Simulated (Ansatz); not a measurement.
# Lattice dynamics of Mg3SnO (built on the sites of a database entry of Sr3SnO), part 2 of 3

The cell of Mg3SnO (built on the sites of a database entry of Sr3SnO) is at rest. What are its phonons? After the zone centre comes a 4×4×4 q mesh on a 8×8×8 k mesh.

Ansatz 0.2.0; DFT RPBE, scalar-relativistic, plane waves, PAW.

So far. Step 2 (Modes at Γ): Before it was imposed, the acoustic sum rule was missed by 0.0010 eV/Å². Small misses are needed for a sound result but don't prove that mesh and cutoff are converged. The lowest optical mode is real, 144 cm⁻¹.

The structure was built from a prototype and need not be the compound's stable phase.

## Step 3: Phonons on a q mesh

Stability and thermal properties need the whole zone. Linear response on a 4×4×4 q mesh gives force constants as far as a supercell of that size would.

Contents of input.yaml:

```yaml
crystal:
  lattice:
    - [4.4372553971, 0.0, 0.0]
    - [0.0, 4.4372553971, 0.0]
    - [0.0, 0.0, 4.4372553971]
  atoms:
    - { symbol: Mg, position: [0.0, 0.5, 0.5] }
    - { symbol: Mg, position: [0.5, 0.0, 0.5] }
    - { symbol: Mg, position: [0.5, 0.5, 0.0] }
    - { symbol: Sn, position: [0.0, 0.0, 0.0] }
    - { symbol: O, position: [0.5, 0.5, 0.5] }
kpoints:
  mp_grid: { grid: [8, 8, 8] }
hamiltonian:
  xc: rpbe
scf:
  occupations: { method: methfessel_paxton, width: 0.2 }
output:
  eigenvalues: true
phonons:
  method: dfpt
  qmesh: [4, 4, 4]
  temperatures: { t_max: 1000, t_step: 50 }
  qpath:
    path:
      - [[0.0, 0.0, 0.0], [0.0, 0.5, 0.0], [0.5, 0.5, 0.0], [0.0, 0.0, 0.0], [0.5, 0.5, 0.5], [0.0, 0.5, 0.0]]
      - [[0.5, 0.5, 0.5], [0.5, 0.5, 0.0]]
    npoints: 10
```

Launch:

```bash
> ansatz run input.yaml --threads 8 --pin off --max-ram 14336MiB --backend cpu --events-out ev --progress --plain --runs-dir out
```

Numbers of over 12 decimals in the logs are rounded to 6 here.

What it wrote:

```text
[...]
Crystal: 5 atoms, lattice volume = 87.366 Å³
Basis set: ecut = 420 eV, 1743 PW (Γ), exchange–correlation on 60×60×60 points (8 copies of the dense FFT grid, shifted against one another)
Bands: 30, of which v1, the nominal top of the filled ones, is band 25 counted from 1 (24 counted from 0)
Symmetry: 48 space group operations
k-points: 35 of 512
[...]
SCF iter   1: F=—  HF=-12384.355209 eV  |F-HF|=—  |Δ(HF+E_count)|=         —  Δρ=5.22e-3  dr2=6.09e-2  ethr=1.77e-3  ⟨swp⟩=6.6  Hψ=4961  notcnv=0
[...]
SCF iter  10: F=-12384.336857 eV  HF=-12384.336857 eV  |F-HF|=1.82e-12  |Δ(HF+E_count)|=  2.00e-11  S|Δr|=    0.00e0  Δρ=4.05e-8  dr2=1.32e-12  ethr=1.00e-12  ⟨swp⟩=8.6  Hψ=5063  notcnv=0
SCF 1 converged in 10 iterations: F = -12384.336857 eV  dr2 = 1.32e-12
[...]
iter 1 solved again at ethr=1.50e-8 eV; its pass at ethr=3.10e-3 eV (dr2=7.50e-6 eV) is discarded
SCF iter   1: F=—  HF=-12384.336857 eV  |F-HF|=—  |Δ(HF+E_count)|=         —  Δρ=3.74e-7  dr2=7.63e-11  ethr=1.50e-8  ⟨swp⟩=4.0  Hψ=7825  notcnv=0
eigensolver tolerance schedule: the retry pair's looser diagonalisation over-reported the residual by 98369.50 of it (diagonalisation noise at 0.91 of the residual, at the tolerance the schedule requests for it); recorded, not acted on — ethr = c·dr2/N_el stays at c = 1.0e-1
[...]
SCF iter   2: F=—  HF=-12384.336857 eV  |F-HF|=—  |Δ(HF+E_count)|=   1.72e-7  S|Δr|=    0.00e0  Δρ=2.88e-7  dr2=4.95e-11  ethr=1.00e-12  ⟨swp⟩=3.0  Hψ=2301  notcnv=0
[...]
SCF iter   4: F=-12384.336857 eV  HF=-12384.336857 eV  |F-HF|=5.46e-12  |Δ(HF+E_count)|=  1.09e-11  S|Δr|=    0.00e0  Δρ=6.76e-8  dr2=2.35e-12  ethr=1.00e-12  ⟨swp⟩=4.5  Hψ=2724  notcnv=0
SCF 2 converged in 4 iterations: F = -12384.336857 eV  dr2 = 2.35e-12
[...]
phonons: the bands overlap, so this run is a metal and interpolates without the dipole-dipole term. If the crystal is really an insulator or semiconductor, its LO-TO splitting is missing
NSCF: frozen V_eff on 35 k-points
WARN: eigensolver did not converge (k=0): 1 band(s) unlocked after 20 sweeps at ethr=1.25e-12 eV (storage-precision floor; scheduled 1.00e-12 eV) (lowest unlocked band 29, counted from 0; max residual 3.36e-6 eV among the unlocked bands, 3.70e-6 eV over every band; other slots of this pass that fall short are told together in one closing line; warning suppressed until the next SCF loop or pass starts)
WARN: eigensolver did not converge in 3 slots of this pass, the one above among them; of largest residual over every band (k=31): 1 band(s) unlocked (lowest unlocked band 29, counted from 0; max residual 3.32e-5 eV among the unlocked bands, 3.32e-5 eV over every band); of lowest unlocked band (k=0): band 29
[...]
DFPT response loops at q = (0, 0, 0) (fractional): preconditioner auto → Kerker (q_TF=auto, 2.486 Å⁻¹) (partly filled bands, converged f_vac=0.000); β = 1.00, the filter's whole step (`scf.mixing.beta` (0.50) is not read by the response loops under this deck's `scf.mixing.preconditioner`; to damp them name `kerker` or `kerker_dos`, under which they read `scf.mixing.beta`, and type it under 1.00, their step now; both keys bind the ground state too); Broyden in place of MSR1
[...]
SCF converged after 10 iterations
[...]
Free energy (F): -12384.336857 eV
[...]
Internal energy: -12384.337571 eV  (E = F + TS)
E sigma→0 (E₀):  -12384.337036 eV
Entropy (-TS):   0.000714 eV (0.143 meV/atom)
Fermi energy:    9.236050 eV
[...]
--- Band table (eV; the first three rows and the last of 35) ---
  k-point 0: bands = [... 21 lower, 3.7506, 8.8618, 8.8618, 8.8618, 9.8213, 9.8213, 10.6582, 15.1470, ... 1 higher]
  k-point 1: bands = [... 21 lower, 3.7748, 7.7378, 8.8465, 8.8465, 9.9283, 10.3668, 11.6473, 14.3444, ... 1 higher]
  k-point 2: bands = [... 21 lower, 3.8349, 6.3900, 8.8022, 8.8022, 10.2397, 10.9429, 13.5732, 13.5732, ... 1 higher]
  k-point 34: bands = [... 21 lower, 3.3278, 5.9333, 5.9333, 5.9333, 10.7044, 10.7044, 10.7044, 12.7056, ... 1 higher]
--- Phonons (Γ-DFPT): 4 representative perturbations + reference (Σ response iterations 13) ---
  ASR residual: 9.999e-4 → 0.000e0 eV/Å²; symmetrization residual: 5.167e-6 eV/Å²
  ASR residual per site (eV/Å²): 7.67e-4 7.67e-4 7.67e-4 4.11e-5 1.00e-3
[...]
--- Phonons (arbitrary-q DFPT): 10 irreducible q on the 4×4×4 mesh ---
  q = [0.0000, 0.0000, 0.0000] (star 1, of the zone-centre solve; hermiticity 2.14e-6, symmetrization 1.82e-11): -0.00 0.00 0.00 144.08 144.08 144.08 172.51 172.51 172.51 247.41 247.41 247.41 281.53 281.53 281.53
  q = [0.0000, 0.0000, 0.2500] (star 6, 9 solved perturbations in 1560 linear systems a pass and spin channel, the states on 200 of 512 k-point pairs; hermiticity 1.62e-6, symmetrization 1.09e-12): 59.80 59.80 84.25 141.06 141.06 173.94 177.04 178.09 178.09 258.52 258.52 266.58 278.26 278.26 307.21
[...]
q = [0.0000, 0.2500, -0.5000] (star 12, 15 solved perturbations on 200 of 512 k-point pairs; hermiticity 1.86e-6, symmetrization 8.53e-11): 86.53 87.39 95.87 131.31 145.91 155.61 185.64 185.83 212.32 221.36 244.46 266.39 268.99 318.22 322.65
[...]
sum rule: each row above includes the acoustic sum rule's correction from the zone centre's row sums; it moved no ω² by more than (4.12 cm⁻¹)²
  mesh force constants: q→R imaginary residual 1.67e-18; ASR residual 9.999e-4 → 0.000e0 eV/Å²; symmetrization residual 2.665e-15 eV/Å²
  interpolated dispersion: 62 rows × 15 modes
  density of states and harmonic sums: on the 16×16×16 q-mesh, interpolated from the force constants of a 4×4×4 supercell (no non-analytic term)
  largest difference from the sums on the solved wave vectors: F 1.32e-2 eV, S 1.72e-5 and C_V 3.98e-6 eV/K
  zero-point energy: 0.179231 eV/cell   skipped modes (ω ≤ 0): 3   left out of the sums: 4.88e-5 of the cell's modes: C_V's classical limit lies that fraction below 3 k_B per atom; for a crystal, a wire or a layer, F and S can be off by more, and a phonons.interpolated_qmesh denser along its periods is the remedy for the sampling
```

Wall time 6 min (8 threads of Intel Xeon Platinum 8375C at 2.90GHz (Ice Lake), shared host); peak memory 3.1 GiB.

This step gave:

- sum-rule residual before enforcement: 1.00e-3 eV/Å²
- lowest frequency on the path: 0 cm⁻¹
- highest frequency on the path or at a solved wavevector: 369.7 cm⁻¹
- mean frequency: 192.8 cm⁻¹
- Debye temperature (second moment): 386 K
- logarithmic mean frequency: 174.8 cm⁻¹
- lowest mode on the q mesh (acoustic modes at Γ apart): 58.91 cm⁻¹
- zero-point energy per atom: 35.85 meV
- heat capacity at 300 K: 23.02 J/(mol atoms K)
- vibrational entropy at 300 K: 30.34 J/(mol atoms K)

Frequencies (cm⁻¹) solved at each irreducible wavevector; negative means imaginary. Frequencies by wavevector, by row:

```
q in reciprocal lattice units  star  mode 1  mode 2  mode 3  mode 4  mode 13  mode 14  mode 15
                        0 0 0     1       0       0       0   144.1    281.5    281.5    281.5
                     0 0 0.25     6    59.8    59.8    84.2   141.1    278.3    278.3    307.2
                     0 0 -0.5     3    88.8    88.8     119   131.4    285.5    285.5    355.1
                  0 0.25 0.25    12    58.9    73.8   109.5     141    272.6    299.2    327.7
                  0 0.25 -0.5    12    86.5    87.4    95.9   131.3      269    318.2    322.6
                  0 -0.5 -0.5     3    59.1    79.9    79.9    97.5    262.6      294    346.8
               0.25 0.25 0.25     8    80.4    80.4   105.4   134.5    268.5    301.9    327.9
               0.25 0.25 -0.5    12    82.3    93.8   102.6     125    284.3    284.4      347
               0.25 -0.5 -0.5     6      94      94    97.9    99.7    265.6    265.6      368
               -0.5 -0.5 -0.5     1   100.5   100.5   100.5   105.6    284.5    284.5      365
```

Interpolated from a 4×4×4 q mesh. The phonon branches at the labelled points (cm⁻¹):

```
    point  branch 1  branch 2  branch 3  branch 4  branch 12  branch 13  branch 14  branch 15
        Γ         0         0         0       144        247        282        282        282
  halfway        60        60        84       141        267        278        278        307
        X        89        89       119       131        266        286        286        355
  halfway        86        87        96       131        266        269        318        323
        M        59        80        80        98        249        263        294        347
  halfway        59        74       110       141        260        273        299        328
        Γ         0         0         0       144        247        282        282        282
  halfway        80        80       105       134        268        268        302        328
        R       100       100       100       106        284        284        284        365
  halfway        82        94       103       125        238        284        284        347
        X        89        89       119       131        266        286        286        355
jump to R       100       100       100       106        284        284        284        365
  halfway        94        94        98       100        256        266        266        368
        M        59        80        80        98        249        263        294        347
```

Tetrahedra on a 16×16×16 mesh, mean over bins of 5 cm-1. Interpolated from a 4×4×4 q mesh. The phonon density of states by wavenumber; read off at these points:

```
wavenumber (cm⁻¹)  phonon density of states (1/cm⁻¹/cell)
                2                                  1.0e-5
               18                                  5.8e-4
               28                                 0.00163
               42                                   0.005
               52                                 0.00926
               68                                  0.0255
               78                                  0.0607
               82                                  0.0811
               92                                  0.0712
              102                                  0.0788
              118                                  0.0248
              132                                  0.0657
              142                                   0.114
              158                                  0.0544
              168                                  0.0519
              182                                  0.0568
              192                                  0.0530
              208                                  0.0420
              218                                  0.0449
              228                                  0.0872
              232                                  0.0591
              242                                  0.0558
              258                                  0.0624
              272                                  0.0860
              282                                  0.0568
              298                                  0.0228
              308                                  0.0287
              322                                  0.0250
              332                                  0.0216
              348                                  0.0138
              358                                 0.00874
              372                                       0
```

The partial phonon density of states has structure finer than the step of the table below, so its rows give means over 10 cm⁻¹, whole bins alone (the curve runs from -10 to 390 cm⁻¹). Peaks (cm⁻¹: height): Mg 135.9: 0.0728, 178.6: 0.0623, 226.4: 0.0693; O 274.2: 0.0569, 324.5: 0.0145; Sn 85.6: 0.0644, 143.4: 0.0180.

Phonopy on the run's constants, 13x13x13 mesh, Gaussian sigma 2.9 cm-1. Interpolated from a 4×4×4 q mesh. Table of partial phonon density of states by wavenumber; means over each step; values in 1/cm⁻¹/cell:

```
wavenumber (cm⁻¹)       Mg        O       Sn
                0   4.3e-5   7.6e-6   7.1e-5
               10   1.4e-5   2.4e-6   2.5e-5
               20   3.8e-4   8.3e-5   6.4e-4
               30   6.4e-4   1.5e-4  0.00113
               40  0.00164   3.8e-4  0.00309
               50  0.00248   5.9e-4  0.00515
               60  0.00410  0.00102   0.0104
               70  0.00667  0.00191   0.0246
               80  0.00876  0.00332   0.0553
               90  0.00748  0.00274   0.0601
              100   0.0130  0.00194   0.0565
              110   0.0185   5.7e-4   0.0315
              120   0.0263   2.0e-4  0.00405
              130   0.0435  0.00122  0.00526
              140   0.0661  0.00250   0.0144
              150   0.0489  0.00186  0.00854
              160   0.0376  0.00197  0.00388
              170   0.0525  0.00425  0.00311
              180   0.0584  0.00402  0.00203
              190   0.0475  0.00372  0.00135
              200   0.0428  0.00435  0.00104
              210   0.0402  0.00455   5.8e-4
              220   0.0534  0.00734   5.1e-4
              230   0.0588   0.0121   7.2e-4
              240   0.0386   0.0172   7.8e-4
              250   0.0336   0.0318  0.00136
              260   0.0260   0.0383  0.00133
              270   0.0223   0.0521  0.00105
              280   0.0211   0.0463   5.4e-4
              290   0.0149   0.0100   1.7e-4
              300   0.0165  0.00609   1.8e-4
              310   0.0170  0.00977   2.2e-4
              320   0.0166   0.0116   2.0e-4
              330   0.0162  0.00930   1.2e-4
              340   0.0132  0.00411   5.7e-5
              350   0.0105  0.00181   2.6e-5
              360  0.00864   6.0e-4   1.6e-5
              370  0.00516   3.2e-4   3.6e-6
              380   4.8e-5   2.3e-6        0
```

Harmonic thermodynamic functions per atom, from the density of states. Interpolated from a 4×4×4 q mesh. Thermodynamic functions, by row:

```
T (K)  F_vib (meV/atom)  S (J/mol-atom/K)  C_V (J/mol-atom/K)
    0             35.85                 0                   0
   50             35.51             2.397               5.538
  100             32.61             9.016               13.95
  200             16.54             21.37               20.97
  300             -10.5             30.34               23.02
  400            -45.58             37.09               23.83
  500            -86.89             42.45               24.22
  600            -133.2             46.88               24.43
  700            -183.8             50.66               24.57
  800            -238.1             53.95               24.65
  900            -295.6             56.86               24.71
 1000            -355.9             59.46               24.76
```

Harmonic mean-square displacement, third of the trace. Interpolated from a 4×4×4 q mesh. Mean square displacements, by row:

```
T (K)  Mg1 U_eq (Å²)  Mg2 U_eq (Å²)  Mg3 U_eq (Å²)  Sn4 U_eq (Å²)  O5 U_eq (Å²)
    0        0.00391        0.00391        0.00391        0.00157       0.00455
  100        0.00521        0.00521        0.00521        0.00302       0.00558
  300        0.01178        0.01178        0.01178        0.00817       0.01127
  600        0.02275        0.02275        0.02275        0.01618       0.02132
```

Symmetry leaves 10 wavevectors to solve. The lowest mode among them, the acoustic zeros apart, lies at q = (0, 0.25, 0.25) and is real, 58.9 cm⁻¹.

## Step 4: Another isotope, element Mg, natural mass 24.305 amu

An isotope changes the mass and not the force constants, so no new electronic calculation is needed; the shifts show which modes move this element.

(Part 2 of 3 ends here.)

[Logs are printed without paths, hosts, clocks, repeated set-up lines and the standing remarks that a program may print on its own settings, such as how far it seeks lower states.]

[Hosts, paths, dates, database ids (printed as entryN), source tags and the programs' standing remarks are cut or masked in the printed files.]
